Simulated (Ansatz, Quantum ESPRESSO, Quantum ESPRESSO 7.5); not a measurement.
**From contact to tunnelling: a In chain with one bond drawn out**

Wanted: T at the Fermi level along a series, and its decay constant, for a In chain with one bond drawn out.

Calculated with Quantum ESPRESSO 7.5; plane-wave DFT, PBE, GBRV ultrasoft pseudopotentials (cross-check by Ansatz 0.2.0 with PAW datasets).

The raw output is cut from this account; settings, times and results stay.

## Step 1: Set-up

The cell holds 10 atoms: 10 In. Its edges and angles: a = 7.500 Å, b = 7.500 Å, c = 30.000 Å, α = 90.0°, β = 90.0°, γ = 90.0°. Regions: left lead, 5 atoms (5 In); right lead, 5 atoms (5 In). Vacuum lies along a and b. The structure is stacked, and the current runs, along c.

## Step 2: Ground state, 0.5 Å

One periodic cell holds a lead period, the junction and more lead; the atoms stay as built.

The input, j0.scf.in:

```
&control
  prefix = 'j0.scf'
  outdir = './out'
  pseudo_dir = './pseudo'
  calculation = 'scf'
  tprnfor = .true.
/
&system
  ibrav = 0
  nat = 10
  ntyp = 1
  ecutwfc = 34
  ecutrho = 170
  occupations = 'smearing'
  smearing = 'mv'
  degauss = 0.01
/
&electrons
  conv_thr = 1e-07
  mixing_beta = 0.25
  electron_maxstep = 120
  mixing_mode = 'local-TF'
/
ATOMIC_SPECIES
  In  114.8180  in_pbe_v1.4.uspp.F.UPF
CELL_PARAMETERS angstrom
  7.50000000000000 0.00000000000000 0.00000000000000
  0.00000000000000 7.50000000000000 0.00000000000000
  0.00000000000000 0.00000000000000 30.00000000000000
ATOMIC_POSITIONS crystal
  In  0.500000000000 0.500000000000 0.000000000000
  In  0.500000000000 0.500000000000 0.098333333333
  In  0.500000000000 0.500000000000 0.196666666667
  In  0.500000000000 0.500000000000 0.295000000000
  In  0.500000000000 0.500000000000 0.393333333333
  In  0.500000000000 0.500000000000 0.508333333333
  In  0.500000000000 0.500000000000 0.606666666667
  In  0.500000000000 0.500000000000 0.705000000000
  In  0.500000000000 0.500000000000 0.803333333333
  In  0.500000000000 0.500000000000 0.901666666667
K_POINTS automatic
  1 1 3 0 0 0
```

Run with:

```console
OMP_NUM_THREADS=1 mpirun -n 4 pw.x -nk 1 -in j0.scf.in > j0.scf.out
```

Wall time 74 s (4 MPI ranks of Arm Neoverse V2, shared host); peak memory 1.9 GiB.

Numbers from this step:

* free energy: -18147.6386 eV
* Fermi energy: -1.122 eV

The run needed 16 iterations to bring the estimated error under 1e-07 Ry; the largest force on any atom, held or free, is 0.50 eV/Å.

## Step 3: Transmission with pwcond.x, 0.5 Å

prefixt takes both regions from one run: the lead from 0 to bdl, the scattering region from bdl to bds (units of alat). ikind = 1 puts the same lead on both sides. The program's T_tot counts both spins in a run without spin; the tables below give T per spin.

The input, j0.cond.in:

```
&inputcond
  outdir = './out'
  prefixt = 'j0.scf'
  tran_file = 'j0.cond.dat'
  bdl = 0.7866666667
  bds = 4.0000000000
  ikind = 1
  ewind = 4.0
  epsproj = 1e-05
  nz1 = 7
  energy0 = 2.0
  denergy = -0.1
/
1
  0.00000000 0.00000000 1.00000000
41
```

Run with:

```console
OMP_NUM_THREADS=1 mpirun -n 4 pwcond.x -in j0.cond.in > j0.cond.out
```

Elapsed: 3.4 min, on 4 MPI ranks; peak memory 0.48 GiB.

Read from the output:

| Item | Value |
| --- | --- |
| lead channels at the Fermi level, one spin | 3 |
| transmission at the Fermi level, one spin | 2.752 |
| conductance | 2.752 G₀ |

Per spin. Table of open channels by energy, zero at the Fermi level:

energy (eV), open channels and a bar:
```
    -2.00       0.00 
    -1.80       0.00 
    -1.60       0.00 
    -1.40       0.00 
    -1.20       1.00 ##########
    -1.00       1.00 ##########
    -0.90       1.00 ##########
    -0.70       1.00 ##########
    -0.50       1.00 ##########
    -0.30       1.00 ##########
    -0.10       3.00 ##############################
     0.00       3.00 ##############################
     0.10       3.00 ##############################
     0.30       3.00 ##############################
     0.50       3.00 ##############################
     0.70       3.00 ##############################
     0.90       3.00 ##############################
     1.00       3.00 ##############################
     1.20       3.00 ##############################
     1.40       3.00 ##############################
     1.60       3.00 ##############################
     1.80       3.00 ##############################
     2.00       3.00 ##############################
```

Per spin. Transmission against energy, zero at the Fermi level:

| energy (eV) | transmission |
| --- | --- |
| -2.00 | 0 |
| -1.80 | 0 |
| -1.60 | 0 |
| -1.40 | 0 |
| -1.20 | 0.938 |
| -1.00 | 0.939 |
| -0.90 | 0.935 |
| -0.70 | 0.932 |
| -0.50 | 0.930 |
| -0.30 | 0.930 |
| -0.10 | 2.58 |
| 0.00 | 2.75 |
| 0.10 | 2.66 |
| 0.30 | 2.46 |
| 0.50 | 2.44 |
| 0.70 | 2.43 |
| 0.90 | 2.45 |
| 1.00 | 2.50 |
| 1.20 | 2.51 |
| 1.40 | 2.55 |
| 1.60 | 2.55 |
| 1.80 | 2.54 |
| 2.00 | 2.53 |

## Step 4: Cross-check with Ansatz, 0.5 Å

As a check, the same structure is run in Ansatz.

Level of this step: plane-wave DFT, PBE, Ansatz PAW (Ansatz 0.2.0).

The input, input.yaml:

```yaml
crystal:
  lattice:
    - [7.5, 0.0, 0.0]
    - [0.0, 7.5, 0.0]
    - [0.0, 0.0, 30.0]
  atoms:
    - { symbol: In, position: [0.5, 0.5, 0.0] }
    - { symbol: In, position: [0.5, 0.5, 0.0983333333] }
    - { symbol: In, position: [0.5, 0.5, 0.1966666667] }
    - { symbol: In, position: [0.5, 0.5, 0.295] }
    - { symbol: In, position: [0.5, 0.5, 0.3933333333] }
    - { symbol: In, position: [0.5, 0.5, 0.5083333333] }
    - { symbol: In, position: [0.5, 0.5, 0.6066666667] }
    - { symbol: In, position: [0.5, 0.5, 0.705] }
    - { symbol: In, position: [0.5, 0.5, 0.8033333333] }
    - { symbol: In, position: [0.5, 0.5, 0.9016666667] }
kpoints:
  mp_grid: { grid: [1, 1, 4] }
hamiltonian:
  xc: pbe
scf:
  occupations: { method: fermi_dirac, width: 0.1 }
  convergence: { dr2_threshold: 1.0e-08 }
output:
  transmission:
    leads: [[0, 1]]
    e_range: [-2.0, 2.0]
    de: 0.05
    kmesh: [1, 1]
    reduced_basis: true
  write_potential: true
  write_density: true
  volumetric_format: npy
```

Run with:

```console
ansatz run input.yaml --threads 4 --pin off --max-ram 8192MiB --backend cpu --events-out ev --progress --plain --runs-dir out
```

Wall time 30 s (4 threads); peak memory 2.4 GiB.

This step gave:

| Item | Value |
| --- | --- |
| free energy | -55966.2782 eV |
| energy at zero smearing | -55965.8979 eV |
| smearing term TS | 0.7605 eV |
| Fermi energy | -1.103 eV |
| symmetry operations | 16 |
| transmission at the Fermi level, one spin | 2.649 |
| step of the lead's Hamiltonian over a period | 1.7 meV |

Per spin. Table of transmission by energy, zero at the Fermi level:

energy (eV), transmission and a bar:
```
    -2.00       0.00 
    -1.90       0.00 
    -1.80       0.00 
    -1.70       0.00 
    -1.55       0.00 
    -1.45       0.00 
    -1.35       0.00 
    -1.25       0.89 ##########
    -1.15       0.93 ##########
    -1.05       0.93 ###########
    -0.90       0.93 ###########
    -0.80       0.93 ###########
    -0.70       0.93 ###########
    -0.60       0.93 ###########
    -0.50       0.93 ###########
    -0.40       0.93 ###########
    -0.25       0.93 ###########
    -0.15       1.93 ######################
    -0.05       2.61 ##############################
     0.00       2.65 ##############################
     0.05       2.65 ##############################
     0.15       2.61 ##############################
     0.25       2.55 #############################
     0.40       2.48 ############################
     0.50       2.46 ############################
     0.60       2.45 ############################
     0.70       2.46 ############################
     0.80       2.47 ############################
     0.90       2.49 ############################
     1.05       2.51 ############################
     1.15       2.53 #############################
     1.25       2.53 #############################
     1.35       2.54 #############################
     1.45       2.54 #############################
     1.55       2.54 #############################
     1.70       2.54 #############################
     1.80       2.53 #############################
     1.90       2.52 ############################
     2.00       2.50 ############################
```

Per spin. Table of open channels by energy, zero at the Fermi level:

energy (eV), open channels and a bar:
```
    -2.00       0.00 
    -1.85       0.00 
    -1.70       0.00 
    -1.60       0.00 
    -1.45       0.00 
    -1.30       0.00 
    -1.15       1.00 ##########
    -1.05       1.00 ##########
    -0.90       1.00 ##########
    -0.75       1.00 ##########
    -0.60       1.00 ##########
    -0.50       1.00 ##########
    -0.35       1.00 ##########
    -0.20       1.00 ##########
    -0.05       3.00 ##############################
     0.00       3.00 ##############################
     0.05       3.00 ##############################
     0.20       3.00 ##############################
     0.35       3.00 ##############################
     0.50       3.00 ##############################
     0.60       3.00 ##############################
     0.75       3.00 ##############################
     0.90       3.00 ##############################
     1.05       3.00 ##############################
     1.15       3.00 ##############################
     1.30       3.00 ##############################
     1.45       3.00 ##############################
     1.60       3.00 ##############################
     1.70       3.00 ##############################
     1.85       3.00 ##############################
     2.00       3.00 ##############################
```

Ansatz finds T = 2.65 against pwcond's 2.75.

## Step 5: Ground state, 1.2 Å

Level of this step: plane-wave DFT, PBE, GBRV ultrasoft pseudopotentials (Quantum ESPRESSO 7.5).

The input, j1.scf.in:

```
&control
  prefix = 'j1.scf'
  outdir = './out'
  pseudo_dir = './pseudo'
  calculation = 'scf'
  tprnfor = .true.
/
&system
  ibrav = 0
  nat = 10
  ntyp = 1
  ecutwfc = 34
  ecutrho = 170
  occupations = 'smearing'
  smearing = 'mv'
  degauss = 0.01
/
&electrons
  conv_thr = 1e-07
  mixing_beta = 0.25
  electron_maxstep = 120
  mixing_mode = 'local-TF'
/
ATOMIC_SPECIES
  In  114.8180  in_pbe_v1.4.uspp.F.UPF
CELL_PARAMETERS angstrom
  7.50000000000000 0.00000000000000 0.00000000000000
  0.00000000000000 7.50000000000000 0.00000000000000
  0.00000000000000 0.00000000000000 30.70000000000000
ATOMIC_POSITIONS crystal
  In  0.500000000000 0.500000000000 0.000000000000
  In  0.500000000000 0.500000000000 0.096091205212
  In  0.500000000000 0.500000000000 0.192182410423
  In  0.500000000000 0.500000000000 0.288273615635
  In  0.500000000000 0.500000000000 0.384364820847
  In  0.500000000000 0.500000000000 0.519543973941
  In  0.500000000000 0.500000000000 0.615635179153
  In  0.500000000000 0.500000000000 0.711726384365
  In  0.500000000000 0.500000000000 0.807817589577
  In  0.500000000000 0.500000000000 0.903908794788
K_POINTS automatic
  1 1 3 0 0 0
```

Run with:

```console
OMP_NUM_THREADS=1 mpirun -n 4 pw.x -nk 1 -in j1.scf.in > j1.scf.out
```

It took 75 s on 4 MPI ranks; peak memory 1.9 GiB.

Numbers from this step:

- free energy: -18147.3906 eV
- Fermi energy: -1.151 eV

## Step 6: Transmission with pwcond.x, 1.2 Å

The input, j1.cond.in:

```
&inputcond
  outdir = './out'
  prefixt = 'j1.scf'
  tran_file = 'j1.cond.dat'
  bdl = 0.7866666667
  bds = 4.0933333333
  ikind = 1
  ewind = 4.0
  epsproj = 1e-05
  nz1 = 7
  energy0 = 2.0
  denergy = -0.1
/
1
  0.00000000 0.00000000 1.00000000
41
```

Run with:

```console
OMP_NUM_THREADS=1 mpirun -n 4 pwcond.x -in j1.cond.in > j1.cond.out
```

Elapsed: 4.2 min, on 4 MPI ranks; peak memory 0.52 GiB; 17 min of CPU time.

Numbers from this step:

- transmission at the Fermi level, one spin: 1.640
- conductance: 1.640 G₀

Per spin. The transmission by energy, zero at the Fermi level:

energy (eV), transmission and a bar:
```
    -2.00       0.00 
    -1.90       0.00 
    -1.70       0.00 
    -1.60       0.00 
    -1.40       0.00 
    -1.30       0.00 
    -1.20       0.47 #########
    -1.00       0.57 ##########
    -0.90       0.57 ##########
    -0.80       0.58 ###########
    -0.60       0.59 ###########
    -0.50       0.59 ###########
    -0.30       0.60 ###########
    -0.20       0.61 ###########
    -0.10       1.33 ########################
     0.00       1.64 ##############################
     0.10       1.41 ##########################
     0.20       1.21 ######################
     0.30       1.15 #####################
     0.50       1.14 #####################
     0.60       1.14 #####################
     0.80       1.16 #####################
     0.90       1.20 ######################
     1.00       1.28 #######################
     1.20       1.29 ########################
     1.30       1.33 ########################
     1.40       1.36 #########################
     1.60       1.39 #########################
     1.70       1.40 ##########################
     1.90       1.43 ##########################
     2.00       1.47 ###########################
```

T goes from 2.75 to 1.64, a factor of 1.7.

## Step 7: Cross-check with Ansatz, 1.2 Å

Level of this step: plane-wave DFT, PBE, Ansatz PAW (Ansatz 0.2.0).

The input, input.yaml:

```yaml
crystal:
  lattice:
    - [7.5, 0.0, 0.0]
    - [0.0, 7.5, 0.0]
    - [0.0, 0.0, 30.7]
  atoms:
    - { symbol: In, position: [0.5, 0.5, 0.0] }
    - { symbol: In, position: [0.5, 0.5, 0.0960912052] }
    - { symbol: In, position: [0.5, 0.5, 0.1921824104] }
    - { symbol: In, position: [0.5, 0.5, 0.2882736156] }
    - { symbol: In, position: [0.5, 0.5, 0.3843648208] }
    - { symbol: In, position: [0.5, 0.5, 0.5195439739] }
    - { symbol: In, position: [0.5, 0.5, 0.6156351792] }
    - { symbol: In, position: [0.5, 0.5, 0.7117263844] }
    - { symbol: In, position: [0.5, 0.5, 0.8078175896] }
    - { symbol: In, position: [0.5, 0.5, 0.9039087948] }
kpoints:
  mp_grid: { grid: [1, 1, 4] }
hamiltonian:
  xc: pbe
scf:
  occupations: { method: fermi_dirac, width: 0.1 }
  convergence: { dr2_threshold: 1.0e-08 }
output:
  transmission:
    leads: [[0, 1]]
    e_range: [-2.0, 2.0]
    de: 0.05
    kmesh: [1, 1]
    reduced_basis: true
  write_potential: true
  write_density: true
  volumetric_format: npy
  elf: true
```

Run with:

```console
ansatz run input.yaml --threads 4 --pin off --max-ram 8192MiB --backend cpu --events-out ev --progress --plain --runs-dir out
```

The job ended after 31 s (4 threads; peak memory 2.4 GiB).

This step gave:

| Quantity | Value |
| --- | --- |
| free energy | -55966.0643 eV |
| energy at zero smearing | -55965.6706 eV |
| smearing term TS | 0.7874 eV |
| Fermi energy | -1.129 eV |
| transmission at the Fermi level, one spin | 1.364 |
| step of the lead's Hamiltonian over a period | 6.7 meV |

Per spin. Transmission against energy, zero at the Fermi level:

energy (eV), transmission and a bar:
```
    -2.00       0.00 
    -1.90       0.00 
    -1.80       0.00 
    -1.70       0.00 
    -1.55       0.00 
    -1.45       0.00 
    -1.35       0.00 
    -1.25       0.31 #######
    -1.15       0.47 ##########
    -1.05       0.51 ###########
    -0.90       0.55 ############
    -0.80       0.56 ############
    -0.70       0.57 ############
    -0.60       0.57 ############
    -0.50       0.58 #############
    -0.40       0.59 #############
    -0.25       0.60 #############
    -0.15       0.74 ################
    -0.05       1.26 ###########################
     0.00       1.36 ##############################
     0.05       1.38 ##############################
     0.15       1.31 ############################
     0.25       1.23 ###########################
     0.40       1.16 #########################
     0.50       1.15 #########################
     0.60       1.15 #########################
     0.70       1.17 #########################
     0.80       1.19 ##########################
     0.90       1.22 ##########################
     1.05       1.26 ###########################
     1.15       1.29 ############################
     1.25       1.31 ############################
     1.35       1.33 #############################
     1.45       1.34 #############################
     1.55       1.36 #############################
     1.70       1.37 ##############################
     1.80       1.37 ##############################
     1.90       1.38 ##############################
     2.00       1.39 ##############################
```

Ansatz finds T = 1.36 against pwcond's 1.64.

## Step 8: Ground state, 2 Å

Level of this step: plane-wave DFT, PBE, GBRV ultrasoft pseudopotentials (Quantum ESPRESSO 7.5).

The input, j2.scf.in:

```
&control
  prefix = 'j2.scf'
  outdir = './out'
  pseudo_dir = './pseudo'
  calculation = 'scf'
  tprnfor = .true.
/
&system
  ibrav = 0
  nat = 10
  ntyp = 1
  ecutwfc = 34
  ecutrho = 170
  occupations = 'smearing'
  smearing = 'mv'
  degauss = 0.01
/
&electrons
  conv_thr = 1e-07
  mixing_beta = 0.25
  electron_maxstep = 120
  mixing_mode = 'local-TF'
/
ATOMIC_SPECIES
  In  114.8180  in_pbe_v1.4.uspp.F.UPF
CELL_PARAMETERS angstrom
  7.50000000000000 0.00000000000000 0.00000000000000
  0.00000000000000 7.50000000000000 0.00000000000000
  0.00000000000000 0.00000000000000 31.50000000000000
ATOMIC_POSITIONS crystal
  In  0.500000000000 0.500000000000 0.000000000000
  In  0.500000000000 0.500000000000 0.093650793651
  In  0.500000000000 0.500000000000 0.187301587302
  In  0.500000000000 0.500000000000 0.280952380952
  In  0.500000000000 0.500000000000 0.374603174603
  In  0.500000000000 0.500000000000 0.531746031746
  In  0.500000000000 0.500000000000 0.625396825397
  In  0.500000000000 0.500000000000 0.719047619048
  In  0.500000000000 0.500000000000 0.812698412698
  In  0.500000000000 0.500000000000 0.906349206349
K_POINTS automatic
  1 1 3 0 0 0
```

Run with:

```console
OMP_NUM_THREADS=1 mpirun -n 4 pw.x -nk 1 -in j2.scf.in > j2.scf.out
```

Wall time 91 s (4 MPI ranks); peak memory 2 GiB.

This step gave:

| Quantity | Value |
| --- | --- |
| free energy | -18147.2435 eV |
| Fermi energy | -1.187 eV |

## Step 9: Transmission with pwcond.x, 2 Å

The input, j2.cond.in:

```
&inputcond
  outdir = './out'
  prefixt = 'j2.scf'
  tran_file = 'j2.cond.dat'
  bdl = 0.7866666667
  bds = 4.2000000000
  ikind = 1
  ewind = 4.0
  epsproj = 1e-05
  nz1 = 7
  energy0 = 2.0
  denergy = -0.1
/
1
  0.00000000 0.00000000 1.00000000
41
```

Run with:

```console
OMP_NUM_THREADS=1 mpirun -n 4 pwcond.x -in j2.cond.in > j2.cond.out
```

The job ended after 4.2 min (4 MPI ranks; peak memory 0.53 GiB).

This step gave:

* transmission at the Fermi level, one spin: 0.4949
* conductance: 0.4949 G₀

Per spin. The transmission by energy, zero at the Fermi level:

```csv
energy (eV),transmission
-2.00,0.00203
-1.90,0
-1.80,0
-1.70,0
-1.60,0
-1.50,0
-1.40,0
-1.20,0.0702
-1.10,0.137
-1.00,0.157
-0.90,0.169
-0.80,0.178
-0.70,0.187
-0.60,0.196
-0.50,0.205
-0.40,0.215
-0.30,0.224
-0.20,0.233
-0.10,0.369
0.00,0.495
0.10,0.425
0.20,0.377
0.30,0.370
0.40,0.377
0.50,0.388
0.60,0.398
0.70,0.410
0.80,0.425
0.90,0.447
1.00,0.482
1.10,0.472
1.20,0.517
1.40,0.581
1.50,0.610
1.60,0.642
1.70,0.679
1.80,0.728
1.90,0.802
2.00,0.939
```

T goes from 1.64 to 0.495, a factor of 3.3.

[end of part 1 of 2]

[Long decimals in the printed logs are rounded to 6 places.]

[Logs are printed without paths, hosts, clocks, repeated set-up lines and the standing remarks that a program may print on its own settings, such as how far it seeks lower states.]

[Hosts, paths, dates, database ids (printed as entryN), source tags and the programs' standing remarks are cut or masked in the printed files.]

[Maps of the electrostatic potential energy from Ansatz leave out the sawtooth potential of an applied field or a dipole correction, so their vacuum need not be flat; planar profiles and work functions include it.]
